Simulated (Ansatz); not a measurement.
## (GaP)3(MgS)1 [001] superlattice, started as zinc blende: from the cell to its phonons

Task: relax (GaP)3(MgS)1 [001] superlattice, started as zinc blende, then find its harmonic phonons.

Program: Ansatz 0.2.0. Level of theory: DFT PBEsol, scalar-relativistic, plane waves, PAW. Results are calculated unless marked as measured.

Most raw output is cut from this account.

The structure was built from a prototype and need not be the compound's stable phase.

### 1. Starting point

Symmetry: Pmm2, No. 25, orthorhombic system. The conventional cell has a = 3.884 Å, b = 3.884 Å, c = 10.985 Å, α = 90.00°, β = 90.00°, γ = 90.00°. Nearest to Ga lie 2 S at 2.38 Å and 2 P at 2.38 Å. Nearest to Ga lie 4 P at 2.38 Å. Nearest to Mg lie 2 S at 2.38 Å and 2 P at 2.38 Å. Nearest to P lie 4 Ga at 2.38 Å. Nearest to P lie 4 Ga at 2.38 Å. Farther neighbours and most contacts between anions are not listed.

As a file:

```cif
data_structure
_symmetry_space_group_name_H-M 'P 1'
_symmetry_Int_Tables_number 1
_cell_length_a 3.8838
_cell_length_b 3.8838
_cell_length_c 10.9850
_cell_angle_alpha 90.000
_cell_angle_beta 90.000
_cell_angle_gamma 90.000
_cell_volume 165.70
loop_
_atom_site_label
_atom_site_type_symbol
_atom_site_fract_x
_atom_site_fract_y
_atom_site_fract_z
_atom_site_occupancy
Ga1 Ga 0.00000 0.00000 0.00000 1
Ga2 Ga 0.50000 0.50000 0.25000 1
Ga3 Ga 0.00000 0.00000 0.50000 1
Mg4 Mg 0.50000 0.50000 0.75000 1
P5 P 0.50000 0.00000 0.12500 1
P6 P 0.00000 0.50000 0.37500 1
P7 P 0.50000 0.00000 0.62500 1
S8 S 0.00000 0.50000 0.87500 1
```

### 2. Coarse relaxation

The start is far from rest, so a relaxation with loose tolerances brings it close first.

Contents of input.yaml:

```yaml
crystal:
  lattice:
    - [2.74625, 2.74625, 0.0]
    - [-2.74625, 2.74625, 0.0]
    - [0.0, 0.0, 10.985]
  atoms:
    - { symbol: Ga, position: [0.0, 0.0, 0.0] }
    - { symbol: Ga, position: [0.5, 0.5, 0.25] }
    - { symbol: Ga, position: [0.0, 0.0, 0.5] }
    - { symbol: Mg, position: [0.5, 0.5, 0.75] }
    - { symbol: P, position: [0.5, 1.0, 0.125] }
    - { symbol: P, position: [0.0, 0.5, 0.375] }
    - { symbol: P, position: [0.5, 1.0, 0.625] }
    - { symbol: S, position: [0.0, 0.5, 0.875] }
kpoints:
  mp_grid: { grid: [6, 6, 2] }
hamiltonian:
  xc: pbesol
scf:
  occupations: { method: gaussian, width: 0.1 }
output:
  forces: true
  stress: true
  eigenvalues: true
relax:
  adjacent_minimum: "off"
  f_tol: 0.05
  max_steps: 80
  cell: { stress_tol: 0.5 }
```

Launch:

```sh
ansatz run input.yaml --threads 8 --pin off --max-ram 14336MiB --backend cpu --events-out ev --progress --plain --runs-dir out
```

Run time: 27 s. Hardware: 8 threads of AMD EPYC 7R43, shared host; peak memory 0.75 GiB; 3.2 min of CPU time.

Step by step:

```
step  energy less that of the first step (eV)  largest force component (eV/Å)  pressure (GPa)  volume (Å³)
   1                                   0.0000                          1.0932            0.58       165.70
   2                                  -0.1872                          0.3870            0.32       166.59
   3                                  -0.2190                          0.0547            0.10       167.55
   4                                  -0.2201                          0.0177           -0.02       167.84
  5*                                  -0.2206                          0.0177           -0.02       167.84
```

Relaxation steps marked * repeat the geometry before them on a plane-wave basis chosen anew for their cell, so energy and pressure can jump there.

Forces are held to the 4 operations that the run works with; a distortion that breaks them can't arise in this run.

```
conventional cell, symmetrised  before   after  change
                         a (Å)   3.884   3.864  -0.5 %
                         b (Å)   3.884   3.911  +0.7 %
                         c (Å)  10.985  11.106  +1.1 %
              volume (Å³/atom)   20.71   20.98  +1.3 %
```

The atoms that moved most (Å, as changes of fractional coordinates times the final cell):

```
atom     dx     dy      dz  length
  S8  0.000  0.000   0.152   0.152
  P7  0.000  0.000  -0.146   0.146
 Ga1  0.000  0.000   0.125   0.125
 Mg4  0.000  0.000  -0.080   0.080
  P6  0.000  0.000  -0.054   0.054
 Ga3  0.000  0.000  -0.054   0.054
  P5  0.000  0.000   0.032   0.032
 Ga2  0.000  0.000   0.025   0.025
```

The relaxed structure:

```cif
data_structure
_symmetry_space_group_name_H-M 'P 1'
_symmetry_Int_Tables_number 1
_cell_length_a 3.8644
_cell_length_b 3.9105
_cell_length_c 11.1061
_cell_angle_alpha 90.000
_cell_angle_beta 90.000
_cell_angle_gamma 90.000
_cell_volume 167.84
loop_
_atom_site_label
_atom_site_type_symbol
_atom_site_fract_x
_atom_site_fract_y
_atom_site_fract_z
_atom_site_occupancy
Ga1 Ga 0.00000 0.00000 0.01128 1
Ga2 Ga 0.50000 0.50000 0.25227 1
Ga3 Ga 0.00000 0.00000 0.49515 1
Mg4 Mg 0.50000 0.50000 0.74278 1
P5 P 0.50000 0.00000 0.12786 1
P6 P 0.00000 0.50000 0.37014 1
P7 P 0.50000 0.00000 0.61184 1
S8 S 0.00000 0.50000 0.88868 1
```

A gap read on the k-mesh alone can miss the band edges.

Numbers from this step:

```
pressure           : -0.01832 GPa
volume per atom    : 20.98 Å³
gap on the k-mesh  : 0.3015 eV
direct gap on mesh : 0.3015 eV
```

In this step the volume went from 20.71 to 20.98 Å³/atom.

### 3. Bringing the structure to rest

Harmonic phonons are second derivatives at a point where the forces vanish, and they are wanted at zero stress, so atoms and cell are relaxed first.

Contents of input.yaml:

```yaml
crystal:
  lattice:
    - [2.7325466317, 2.7325466317, 0.0]
    - [-2.7651754428, 2.7651754428, 0.0]
    - [0.0, 0.0, 11.106136577]
  atoms:
    - { symbol: Ga, position: [0.0, 0.0, 0.0112794038] }
    - { symbol: Ga, position: [0.5, 0.5, 0.2522698212] }
    - { symbol: Ga, position: [0.0, 0.0, 0.4951529346] }
    - { symbol: Mg, position: [0.5, 0.5, 0.7427756836] }
    - { symbol: P, position: [0.5, 1.0, 0.1278611773] }
    - { symbol: P, position: [0.0, 0.5, 0.3701448212] }
    - { symbol: P, position: [0.5, 1.0, 0.6118404374] }
    - { symbol: S, position: [0.0, 0.5, 0.8886757208] }
kpoints:
  mp_grid: { grid: [8, 8, 4] }
hamiltonian:
  xc: pbesol
scf:
  occupations: { method: gaussian, width: 0.02 }
output:
  forces: true
  stress: true
  eigenvalues: true
relax:
  adjacent_minimum: "off"
  f_tol: 0.005
  max_steps: 80
  cell: { stress_tol: 0.05 }
```

The job ended after 47 s (8 threads; peak memory 0.94 GiB; 5.8 min of CPU time).

Step by step:

```
step  energy less that of the first step (eV)  largest force component (eV/Å)  pressure (GPa)  volume (Å³)
   1                                   0.0000                          0.0226           -0.02       167.84
   2                                  -0.0001                          0.0103           -0.01       167.79
   3                                  -0.0002                          0.0032            0.00       167.77
  4*                                  -0.0002                          0.0032            0.00       167.77
```

Relaxation steps marked * repeat the geometry before them on a plane-wave basis chosen anew for their cell, so energy and pressure can jump there.

Forces are held to the 4 operations that the run works with; a distortion that breaks them can't arise in this run.

```
conventional cell, symmetrised  before   after  change
                         a (Å)   3.864   3.861  -0.1 %
                         b (Å)   3.911   3.907  -0.1 %
                         c (Å)  11.106  11.121  +0.1 %
              volume (Å³/atom)   20.98   20.97  -0.0 %
```

The relaxed structure:

```cif
data_structure
_symmetry_space_group_name_H-M 'P 1'
_symmetry_Int_Tables_number 1
_cell_length_a 3.8612
_cell_length_b 3.9070
_cell_length_c 11.1214
_cell_angle_alpha 90.000
_cell_angle_beta 90.000
_cell_angle_gamma 90.000
_cell_volume 167.77
loop_
_atom_site_label
_atom_site_type_symbol
_atom_site_fract_x
_atom_site_fract_y
_atom_site_fract_z
_atom_site_occupancy
Ga1 Ga 0.00000 0.00000 0.01114 1
Ga2 Ga 0.50000 0.50000 0.25220 1
Ga3 Ga 0.00000 0.00000 0.49518 1
Mg4 Mg 0.50000 0.50000 0.74272 1
P5 P 0.50000 0.00000 0.12786 1
P6 P 0.00000 0.50000 0.37023 1
P7 P 0.50000 0.00000 0.61194 1
S8 S 0.00000 0.50000 0.88874 1
```

This step gave:

```yaml
pressure: 6.35e-4 GPa
gap_on_the_k_mesh: 0.2974 eV
volume_per_atom: 20.97 Å³
direct_gap_on_mesh: 0.2974 eV
```

In this step the volume went from 20.98 to 20.97 Å³/atom.

### 4. Tight relaxation

Phonons need a cell at rest on their own settings, so the relaxation is repeated with tight tolerances on forces and stress, using the mesh and the filling of the phonon run that follows.

Contents of input.yaml:

```yaml
crystal:
  lattice:
    - [2.7302581355, 2.7302581355, 0.0]
    - [-2.7626494656, 2.7626494656, 0.0]
    - [0.0, 0.0, 11.1214147816]
  atoms:
    - { symbol: Ga, position: [0.0, 0.0, 0.0111432857] }
    - { symbol: Ga, position: [0.5, 0.5, 0.252197565] }
    - { symbol: Ga, position: [0.0, 0.0, 0.4951812103] }
    - { symbol: Mg, position: [0.5, 0.5, 0.7427195879] }
    - { symbol: P, position: [0.5, 1.0, 0.1278562775] }
    - { symbol: P, position: [0.0, 0.5, 0.370227318] }
    - { symbol: P, position: [0.5, 1.0, 0.6119384507] }
    - { symbol: S, position: [0.0, 0.5, 0.8887363048] }
kpoints:
  mp_grid: { grid: [8, 8, 4] }
hamiltonian:
  xc: pbesol
scf:
  occupations: { method: fixed }
output:
  forces: true
  stress: true
  eigenvalues: true
relax:
  adjacent_minimum: "off"
  f_tol: 0.001
  max_steps: 60
  cell: { stress_tol: 0.01 }
```

Elapsed: 55 s, on 8 threads; peak memory 0.92 GiB.

Little changed from the start: no atom moved by 0.005 Å and no cell edge by 0.1 %.

This step gave:

```
pressure           : -2.86e-4 GPa
gap on the k-mesh  : 0.2978 eV
direct gap on mesh : 0.2978 eV
```

The largest force component left is 0.12 meV/Å and the pressure is 0.000 GPa, within the tolerances set. The cell now holds 20.97 Å³/atom.

### 5. Modes at Γ

The zone centre is the only wavevector solved here; it holds the modes that light can see, as far as symmetry allows. The response to a homogeneous field gives the Born charges and the dielectric tensor.

Contents of input.yaml:

```yaml
crystal:
  lattice:
    - [2.7303626693, 2.7303626693, 0.0]
    - [-2.7626155035, 2.7626155035, 0.0]
    - [0.0, 0.0, 11.1213291539]
  atoms:
    - { symbol: Ga, position: [0.0, 0.0, 0.0111478275] }
    - { symbol: Ga, position: [0.5, 0.5, 0.252192221] }
    - { symbol: Ga, position: [0.0, 0.0, 0.4951653826] }
    - { symbol: Mg, position: [0.5, 0.5, 0.7426972823] }
    - { symbol: P, position: [0.5, 1.0, 0.1278704546] }
    - { symbol: P, position: [0.0, 0.5, 0.3702291656] }
    - { symbol: P, position: [0.5, 1.0, 0.6119319095] }
    - { symbol: S, position: [0.0, 0.5, 0.8887657566] }
kpoints:
  mp_grid: { grid: [8, 8, 4] }
hamiltonian:
  xc: pbesol
scf:
  occupations: { method: fixed }
output:
  eigenvalues: true
phonons:
  method: dfpt
  dielectric: true
  rigid_motions: translations
```

It took 12 min on 8 threads; peak memory 5.4 GiB; 70 min of CPU time.

Numbers from this step:

```yaml
sum_rule_residual_before_enforcement: 7.31e-5 eV/Å²
miss_of_the_charge_sum_rule: 0.03236 e
estimated_error_of_the_dielectric_tensor: 0.1619
estimated_error_of_the_born_charges: 0.05609 e
point_group: mm2
highest_optical_mode_at_the_zone_centre_no_lo_to_term: 400.4 cm⁻¹
lowest_optical_zone_centre_mode: 69.78 cm⁻¹
mean_high_frequency_dielectric_constant: 9.510
largest_born_charge_third_of_the_trace: 2.509 e
mean_static_dielectric_constant: 12.54
top_of_the_zone_centre_spectrum_with_the_field: 411.2 cm⁻¹
```

Without the LO-TO term. Patterns of degenerate modes are one choice out of their space. The modes at Γ (shares of kinetic energy by element, %):

```
mode  frequency (cm⁻¹)  symmetry  Ga %  Mg %  P %  S %
   1               0.0  acoustic    58     7   26    9
   2               0.0  acoustic    58     7   26    9
   3               0.0  acoustic    58     7   26    9
   4              69.8        B1    56    11   20   12
   5              73.1        B2    77     1   14    9
   6              89.0        B2    49    18   31    3
   7              90.7        B2    48    19   30    2
   8              93.2        B1    33    32   12   24
   9              97.6        B1    74     3   21    2
  10             143.2        A1    71     1   20    8
  11             178.3        A1    57    12   18   13
  12             254.2        B2    24     0    3   73
  13             272.6        A1    55    25    6   14
  14             274.9        B1     0    46    0   53
  15             317.8        B2    22     0   78    0
  16             320.6        A1     9    16   25   50
  17             329.5        B2    21     0   74    5
  18             351.6        A1    20     5   75    0
  19             354.2        B1    29     0   71    0
  20             367.1        A1    21     1   73    5
  21             376.4        B1    24     0   76    0
  22             385.0        B1    26     0   74    0
  23             390.3        A1     8    33   58    1
  24             400.4        B2     0    55   45    0
```

Displacements in mode 4 (69.8 cm⁻¹), the largest set to 1:
```
Ga1 -0.71 -0.71  0.00
Ga2  0.16  0.16  0.00
Ga3  1.00  1.00  0.00
Mg4 -0.95 -0.95  0.00
P5  -0.57 -0.57  0.00
P6   0.26  0.26  0.00
P7   0.91  0.91  0.00
S8  -0.86 -0.86  0.00
```

Displacements in mode 24 (400.4 cm⁻¹), the largest set to 1:
```
Ga1  0.02 -0.02  0.00
Ga2  0.01 -0.01  0.00
Ga3  0.01 -0.01  0.00
Mg4  1.00 -1.00  0.00
P5  -0.02  0.02  0.00
P6   0.01 -0.01  0.00
P7  -0.80  0.80  0.00
S8  -0.06  0.06  0.00
```

High-frequency dielectric tensor, which the program warns is not settled by the k meshes in reach. Tensor:

```
       x      y      z
x  9.745  0.144      0
y  0.144  9.745      0
z      0      0  9.039
```

Static dielectric tensor, which the program warns is not settled by the k meshes in reach. Tensor:

```
        x       y      z
x   12.94  -0.535      0
y  -0.535   12.94      0
z       0       0  11.75
```

Optical modes at the zone centre, without and with the macroscopic field of the longitudinal modes; each column is sorted by frequency, so a row need not hold one and the same mode. Modes with and without the field, by row:

```
rank among optical modes  no field (cm⁻¹)  q along (1, 0, 0) (cm⁻¹)  q along (0, 0, 1) (cm⁻¹)
                       1             69.8                      70.1                      69.8
                       2             73.1                      73.1                      73.1
                       3               89                      89.2                        89
                       4             90.7                      91.1                      90.7
                       5             93.2                      93.3                      93.2
                       6             97.6                      97.6                      97.6
                       7            143.2                     143.2                     143.4
                       8            178.3                     178.3                     178.3
                       9            254.2                     262.1                     254.2
                      10            272.6                     272.6                     272.9
                      11            274.9                     280.1                     274.9
                      12            317.8                     320.6                     317.8
                      13            320.6                     321.1                     327.4
                      14            329.5                       332                     329.5
                      15            351.6                     351.6                     354.2
                      16            354.2                     361.3                     367.1
                      17            367.1                     367.1                     372.7
                      18            376.4                     377.1                     376.4
                      19              385                     390.3                       385
                      20            390.3                     390.7                     400.4
                      21            400.4                     411.2                     410.3
```

Born charge (rows field, columns displacement) (e), principal values of the symmetric part by kind of site:

```
atom  atoms with these values    low  middle   high   mean
 Ga1                        1   2.21    2.55   2.77   2.51
 Ga2                        1   1.57    1.98   2.20   1.92
 Ga3                        1   1.69    2.28   2.50   2.16
 Mg4                        1   1.57    1.63   2.96   2.05
  P5                        1  -2.15   -1.90  -1.67  -1.90
  P6                        1  -2.31   -1.88  -1.53  -1.91
  P7                        1  -2.63   -2.51  -1.87  -2.34
  S8                        1  -3.03   -2.72  -1.73  -2.49
```

In full for Ga1:

```
 2.66 -0.11  0.00
-0.11  2.66  0.00
 0.00  0.00  2.21
```

(Continued in part 2 of 2.)

[Logs are printed without paths, hosts, clocks, repeated set-up lines and the standing remarks that a program may print on its own settings, such as how far it seeks lower states.]

[Hosts, paths, dates, database ids (printed as entryN), source tags and the programs' standing remarks are cut or masked in the printed files.]
